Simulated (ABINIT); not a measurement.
# RbGeH3 (Pm-3m): from the cell to the phonon bands, part 2 of 6

How does RbGeH3 (Pm-3m) vibrate, and is this structure a minimum?

ABINIT 10.8.3; DFT PBE, scalar-relativistic, plane waves, PseudoDojo norm-conserving pseudopotentials.

So far. Step 5 (Relaxing the cell and atoms): The volume changes by -0.1 % in this run and stands -16.2 % from the first cell. Step 6 (Self-consistent run for the response): The cell stands at -0.63 GPa: the relaxation ran with a smoothed and higher cutoff, and the difference is a stress of the finite basis. The relaxed cell has a = 4.158 Å (conventional setting).

The structure was built from a prototype and need not be the compound's stable phase.

## (7) Zone-centre response

At q = 0 one unit cell holds all displacements. The response is solved for single atoms along the cell's directions, and symmetry skips those that follow from others. The crystal is treated as a metal, which screens a static field, so no field response is asked.

File dfpt_gamma.abi:

```

# common to the responses
getwfk_filepath "gso_WFK"
kptopt 2
nqpt 1
qpt 0.0 0.0 0.0
asr 0
chneut 0

# displacements
rfphon 1
rfatpol 1 5
rfdir 1 1 1
tolvrs 1.0d-10
prtwf 0

# basis, mesh and filling
ecut 35.0
ngkpt 6 6 6
nshiftk 1
shiftk 0.0 0.0 0.0
istwfk *1
occopt 6
tsmear 0.01
nband 20
nstep 100
diemac 1000000.0
prtebands 0
prtgsr 0
useylm 1

# cell and atoms
acell 7.857856699 7.857856699 7.857856699
rprim 
    1.0 0.0 0.0
    0.0 1.0 0.0
    0.0 0.0 1.0
ntypat 3
znucl 37 32 1
natom 5
typat 1 2 3 3 3
xred 
    0.0 0.0 0.0
    0.5 0.5 0.5
    0.5 0.5 0.0
    0.5 0.0 0.5
    0.0 0.5 0.5
pp_dirpath "./pseudo"
pseudos "Rb.upf, Ge.upf, H.upf"
```

Run with:

```
$ OMP_NUM_THREADS=1 mpirun -n 4 abinit dfpt_gamma.abi > dfpt_gamma.log
```

Numbers of over 12 decimals in the logs are rounded to 6 here.

dfpt_gamma.abo, the main output file:

```text
[banners, grids, parts of the stress and lines that vanish by symmetry left out]
- input  file    -> dfpt_gamma.abi
- output file    -> dfpt_gamma.abo
- root for input  files -> dfpt_gammai
- root for output files -> dfpt_gammao

 Symmetries : space group Pm -3 m (#221); Bravais cP (primitive cubic)
================================================================================
 Values of the parameters that define the memory need of the present run (RF).
     intxc =       0      iscf =       7    lmnmax =      25     lnmax =       7
     mgfft =      45  mpssoang =       4    mqgrid =    3001     natom =       5
  nloc_mem =       1    nspden =       1   nspinor =       1    nsppol =       1
      nsym =      48    n1xccc =    2501    ntypat =       3    occopt =       6
   xclevel =       2
-    mband =          20        mffmem =           1         mkmem =          28
-   mkqmem =          28        mk1mem =          28           mpw =        4837
      nfft =       91125          nkpt =         112
- my_mband =          20
================================================================================
================================================================================

--------------------------------------------------------------------------------
------------- Echo of variables that govern the present computation ------------
--------------------------------------------------------------------------------
-
- outvars: echo of selected default values
-   iomode0 =  0 , fftalg0 =312 , wfoptalg0 =  0
-
- outvars: echo of global parameters not present in the input file
-  max_nthreads =    1
-
 -outvars: echo values of preprocessed input variables
 [... echo left out ...]
================================================================================

 chkinp: Checking input parameters for consistency.

[...]
== DATASET  1 ==================================================================
-   mpi_nproc: 4, omp_nthreads: 1 (-1 if OMP is not activated)

--- !DatasetInfo
iteration_state: {dtset: 1, }
dimensions: {natom: 5, nkpt: 112, mband: 20, nsppol: 1, nspinor: 1, nspden: 1, mpw: 4837, }
cutoff_energies: {ecut:  35.0, pawecutdg:  -1.0, }
electrons: {nelect:   2.60000000E+01, charge:   0.00000000E+00, occopt:   6.00000000E+00, tsmear:   1.00000000E-02, }
meta: {optdriver: 1, rfphon: 1, }
...

 mkfilename: getwfk from: gso_WFK

 Real(R)+Recip(G) space primitive vectors, cartesian coordinates (Bohr,Bohr^-1):
 R(1)=  7.8578567  0.0000000  0.0000000  G(1)=  0.1272612  0.0000000  0.0000000
 R(2)=  0.0000000  7.8578567  0.0000000  G(2)=  0.0000000  0.1272612  0.0000000
 R(3)=  0.0000000  0.0000000  7.8578567  G(3)=  0.0000000  0.0000000  0.1272612
 Unit cell volume ucvol=  4.8519053E+02 bohr^3
 Angles (23,13,12)=  9.00000000E+01  9.00000000E+01  9.00000000E+01 degrees
 setup1 : take into account q-point for computing boxcut.

 getcut: wavevector=  0.0000  0.0000  0.0000  ngfft=  45  45  45
         ecut(hartree)=     35.000   => boxcut(ratio)=   2.10256

--- Pseudopotential description ------------------------------------------------
- pspini: atom type   1  psp file is ./pseudo/Rb.upf

- pspini: atom type   2  psp file is ./pseudo/Ge.upf

- pspini: atom type   3  psp file is ./pseudo/H.upf

   1.71345497E+03                                ecore*ucvol(ha*bohr**3)
--------------------------------------------------------------------------------

 ==>  initialize data related to q vector <==

 The list of irreducible perturbations for this q vector is:
    1)    idir= 1    ipert=   1
    2)    idir= 1    ipert=   2
    3)    idir= 1    ipert=   3
    4)    idir= 3    ipert=   3

[...]
The perturbation idir=   2  ipert=   1 is
 symmetric of a previously calculated perturbation.
 So, its SCF calculation is not needed.

 The perturbation idir=   3  ipert=   1 is
 symmetric of a previously calculated perturbation.
 So, its SCF calculation is not needed.

 The perturbation idir=   2  ipert=   2 is
 symmetric of a previously calculated perturbation.
 So, its SCF calculation is not needed.

 The perturbation idir=   3  ipert=   2 is
 symmetric of a previously calculated perturbation.
 So, its SCF calculation is not needed.

[...]
The perturbation idir=   2  ipert=   5 is
 symmetric of a previously calculated perturbation.
 So, its SCF calculation is not needed.

 The perturbation idir=   3  ipert=   5 is
 symmetric of a previously calculated perturbation.
 So, its SCF calculation is not needed.

--------------------------------------------------------------------------------
 Perturbation wavevector (in red.coord.)   0.000000  0.000000  0.000000
 Perturbation : displacement of atom   1   along direction   1
 Found     8 symmetries that leave the perturbation invariant.

[...]
dfpt_looppert : total number of electrons, from k and k+q
  fully or partially occupied states are    2.600000E+01 and    2.600000E+01.
 Initialisation of the first-order wave-functions :
  ireadwf=   0

--- !BeginCycle
iteration_state: {dtset: 1, }
solver: {iscf: 7, nstep: 100, nline: 4, wfoptalg: 0, }
tolerances: {tolvrs: 1.00E-10, }
...

     iter   2DEtotal(Ha)        deltaE(Ha) residm    vres2
-ETOT  1   1.896588     -1.127E+03 3.720E+00 2.443E+02
 ETOT  2   1.173727     -7.229E-01 7.351E-02 9.525E+01
 ETOT  3   1.136836     -3.689E-02 1.326E-03 8.828E+00
 ETOT  4   1.135670     -1.167E-03 1.225E-03 5.670E-01
 ETOT  5   1.135336     -3.338E-04 2.441E-04 1.598E-01
[...]
At SCF step   10       vres2   =  2.55E-11 < tolvrs=  1.00E-10 =>converged.
[...]
Mean square residual over all n,k,spin=   42.328E-09; max=  22.697E-06

 Thirteen components of 2nd-order total energy (hartree) are
 1,2,3: 0th-order hamiltonian combined with 1st-order wavefunctions
     kin0=   8.21559919E+02 eigvalue=   1.21851156E+02  local=  -4.13901472E+02
 4,5,6: 1st-order hamiltonian combined with 1st and 0th-order wfs
 loc psp =  -8.86434601E+02  Hartree=   3.14553578E+02     xc=  -9.28387941E+01
 note that "loc psp" includes a xc core correction that could be resolved
 7,8,9: eventually, occupation + non-local contributions
    edocc=   8.02160800E+01     enl0=   2.96296121E+02   enl1=  -1.36903857E+03
 1-9 gives the relaxation energy (to be shifted if some occ is /=2.0)
   erelax=  -1.12773659E+03
 10,11,12 Non-relaxation  contributions : frozen-wavefunctions and Ewald
 fr.local=   3.83810931E+02 fr.nonlo=   6.86014057E+02  Ewald=   8.15597593E+01
 13,14 Frozen wf xc core corrections (1) and (2)
 frxc 1  =  -1.66892386E+02  frxc 2 =   1.44379529E+02
 Resulting in :
 2DEtotal=    0.1135302053E+01 Ha. Also 2DEtotal=    0.308931426786E+02 eV
    (2DErelax=   -1.1277365883E+03 Ha. 2DEnonrelax=    1.1288718904E+03 Ha)
    (  non-var. 2DEtotal :    1.1353029989E+00 Ha)

[...]
Perturbation wavevector (in red.coord.)   0.000000  0.000000  0.000000
 Perturbation : displacement of atom   2   along direction   1
 Found     8 symmetries that leave the perturbation invariant.

[...]
dfpt_looppert : total number of electrons, from k and k+q
  fully or partially occupied states are    2.600000E+01 and    2.600000E+01.
 Initialisation of the first-order wave-functions :
  ireadwf=   0

--- !BeginCycle
iteration_state: {dtset: 1, }
solver: {iscf: 7, nstep: 100, nline: 4, wfoptalg: 0, }
tolerances: {tolvrs: 1.00E-10, }
...

     iter   2DEtotal(Ha)        deltaE(Ha) residm    vres2
-ETOT  1   7.443342     -4.490E+04 2.628E+01 5.357E+02
[...]
At SCF step   11       vres2   =  2.81E-12 < tolvrs=  1.00E-10 =>converged.
[...]
Mean square residual over all n,k,spin=   13.692E-09; max=  95.559E-07

 Thirteen components of 2nd-order total energy (hartree) are
 1,2,3: 0th-order hamiltonian combined with 1st-order wavefunctions
     kin0=   4.96886937E+04 eigvalue=   4.34495976E+03  local=  -1.51578776E+04
 4,5,6: 1st-order hamiltonian combined with 1st and 0th-order wfs
 loc psp =  -7.51726925E+03  Hartree=   3.19666730E+03     xc=  -7.57775270E+02
 note that "loc psp" includes a xc core correction that could be resolved
 7,8,9: eventually, occupation + non-local contributions
    edocc=   1.96804115E+01     enl0=   3.57145409E+03   enl1=  -8.22943354E+04
 1-9 gives the relaxation energy (to be shifted if some occ is /=2.0)
   erelax=  -4.49058023E+04
 10,11,12 Non-relaxation  contributions : frozen-wavefunctions and Ewald
 fr.local=   3.66120295E+03 fr.nonlo=   4.11152312E+04  Ewald=   8.95558142E+01
 13,14 Frozen wf xc core corrections (1) and (2)
 frxc 1  =  -8.76852889E+02  frxc 2 =   9.14846298E+02
 Resulting in :
 2DEtotal=   -0.1818954442E+01 Ha. Also 2DEtotal=   -0.494962718983E+02 eV
    (2DErelax=   -4.4905802321E+04 Ha. 2DEnonrelax=    4.4903983366E+04 Ha)
    (  non-var. 2DEtotal :   -1.8189556672E+00 Ha)

[...]
Perturbation wavevector (in red.coord.)   0.000000  0.000000  0.000000
 Perturbation : displacement of atom   3   along direction   1
 Found     4 symmetries that leave the perturbation invariant.

[...]
dfpt_looppert : total number of electrons, from k and k+q
  fully or partially occupied states are    2.600000E+01 and    2.600000E+01.
 Initialisation of the first-order wave-functions :
  ireadwf=   0

--- !BeginCycle
iteration_state: {dtset: 1, }
solver: {iscf: 7, nstep: 100, nline: 4, wfoptalg: 0, }
tolerances: {tolvrs: 1.00E-10, }
...

     iter   2DEtotal(Ha)        deltaE(Ha) residm    vres2
-ETOT  1   1.265543     -6.012E+01 5.768E-01 8.204E+02
[...]
At SCF step   10       vres2   =  9.60E-11 < tolvrs=  1.00E-10 =>converged.
[...]
Mean square residual over all n,k,spin=   10.541E-08; max=  12.058E-05

 Thirteen components of 2nd-order total energy (hartree) are
 1,2,3: 0th-order hamiltonian combined with 1st-order wavefunctions
     kin0=   6.60000771E+01 eigvalue=   8.62913770E-01  local=  -1.47691515E+01
 4,5,6: 1st-order hamiltonian combined with 1st and 0th-order wfs
 loc psp =  -8.62529248E+01  Hartree=   1.39572719E+01     xc=  -9.72357712E+00
 note that "loc psp" includes a xc core correction that could be resolved
 7,8,9: eventually, occupation + non-local contributions
    edocc=   4.72174139E+00     enl0=  -7.89238816E-01   enl1=  -3.42671489E+01
 1-9 gives the relaxation energy (to be shifted if some occ is /=2.0)
   erelax=  -6.02600369E+01
 10,11,12 Non-relaxation  contributions : frozen-wavefunctions and Ewald
 fr.local=   5.31126021E+01 fr.nonlo=   1.73285283E+01  Ewald=  -9.05890855E+00
 13,14 Frozen wf xc core corrections (1) and (2)
 frxc 1  =   0.00000000E+00  frxc 2 =   0.00000000E+00
 Resulting in :
 2DEtotal=    0.1122184921E+01 Ha. Also 2DEtotal=    0.305362073243E+02 eV
    (2DErelax=   -6.0260036859E+01 Ha. 2DEnonrelax=    6.1382221780E+01 Ha)
    (  non-var. 2DEtotal :    1.1221849494E+00 Ha)

[...]
Perturbation wavevector (in red.coord.)   0.000000  0.000000  0.000000
 Perturbation : displacement of atom   3   along direction   3
 Found     8 symmetries that leave the perturbation invariant.

--------------------------------------------------------------------------------

--------------------------------------------------------------------------------

 dfpt_looppert : total number of electrons, from k and k+q
  fully or partially occupied states are    2.600000E+01 and    2.600000E+01.
 Initialisation of the first-order wave-functions :
  ireadwf=   0

--- !BeginCycle
iteration_state: {dtset: 1, }
solver: {iscf: 7, nstep: 100, nline: 4, wfoptalg: 0, }
tolerances: {tolvrs: 1.00E-10, }
...

     iter   2DEtotal(Ha)        deltaE(Ha) residm    vres2
-ETOT  1  -5.962254     -6.813E+01 8.376E-01 6.721E+02
[...]
ETOT  9  -6.246713     -3.649E-11 4.435E-06 4.532E-09
 ETOT 10  -6.246713      1.663E-12 1.213E-06 8.521E-11

 At SCF step   10       vres2   =  8.52E-11 < tolvrs=  1.00E-10 =>converged.
[...]
Mean square residual over all n,k,spin=   18.521E-10; max=  12.135E-07

 Thirteen components of 2nd-order total energy (hartree) are
 1,2,3: 0th-order hamiltonian combined with 1st-order wavefunctions
     kin0=   6.58304356E+01 eigvalue=   1.04140592E+00  local=  -1.53396490E+01
 4,5,6: 1st-order hamiltonian combined with 1st and 0th-order wfs
 loc psp =  -9.98700991E+01  Hartree=   1.97316065E+01     xc=  -1.40305290E+01
 note that "loc psp" includes a xc core correction that could be resolved
 7,8,9: eventually, occupation + non-local contributions
    edocc=   1.22093032E+01     enl0=  -1.02567353E+00   enl1=  -3.69637005E+01
 1-9 gives the relaxation energy (to be shifted if some occ is /=2.0)
   erelax=  -6.84168999E+01
 10,11,12 Non-relaxation  contributions : frozen-wavefunctions and Ewald
 fr.local=  -1.21741354E+01 fr.nonlo=   1.62462309E+01  Ewald=   5.80980913E+01
 13,14 Frozen wf xc core corrections (1) and (2)
 frxc 1  =   0.00000000E+00  frxc 2 =   0.00000000E+00
 Resulting in :
 2DEtotal=   -0.6246713066E+01 Ha. Also 2DEtotal=   -0.169981722004E+03 eV
    (2DErelax=   -6.8416899892E+01 Ha. 2DEnonrelax=    6.2170186826E+01 Ha)
    (  non-var. 2DEtotal :   -6.2467129695E+00 Ha)

[...]
---- first-order wavefunction calculations are completed ----

 ==> Compute Derivative Database <==

 [... matrices left out ...]
  Phonon wavevector (reduced coordinates) :  0.00000  0.00000  0.00000
 Phonon energies in Hartree :
  -7.465152E-03 -7.465152E-03 -7.465152E-03 -3.514243E-05 -3.514243E-05
  -3.514243E-05  4.916533E-04  4.916533E-04  4.916533E-04  3.073274E-03
   3.073274E-03  3.073274E-03  3.264943E-03  3.264943E-03  3.264943E-03
 Phonon frequencies in cm-1    :
- -1.638412E+03 -1.638412E+03 -1.638412E+03 -7.712873E+00 -7.712873E+00
- -7.712872E+00  1.079054E+02  1.079054E+02  1.079054E+02  6.745057E+02
-  6.745057E+02  6.745057E+02  7.165721E+02  7.165721E+02  7.165721E+02

== END DATASET(S) ==============================================================
================================================================================

 -outvars: echo values of variables after computation
            acell      7.8578566990E+00  7.8578566990E+00  7.8578566990E+00 Bohr
           etotal     -6.2467130659E+00
            fcart      0.0000000000E+00  0.0000000000E+00  0.0000000000E+00
           strten      0.0000000000E+00  0.0000000000E+00  0.0000000000E+00
================================================================================
```

It took 5 min on 4 MPI ranks of Arm Neoverse N1, shared host; 20 min of CPU time.

This step gave:

- largest acoustic frequency at the zone centre before the sum rule: -7.71 cm⁻¹
- highest optical zone-centre mode (no LO-TO term): 716.6 cm⁻¹
- lowest optical zone-centre mode: -1638 cm⁻¹

The acoustic modes at Γ come out as far as 7.7 cm⁻¹ from zero, where they should vanish, a small numerical error. The lowest optical mode is imaginary, 1638i cm⁻¹, an instability at this level and on this k mesh.

(Continued in part 3 of 6.)

[Host names and launcher messages were left out of these logs when they were recorded.]

[Logs are printed without paths, hosts, clocks, repeated set-up lines and the standing remarks that a program may print on its own settings, such as how far it seeks lower states.]

[Hosts, paths, dates, database ids (printed as entryN), source tags and the programs' standing remarks are cut or masked in the printed files.]
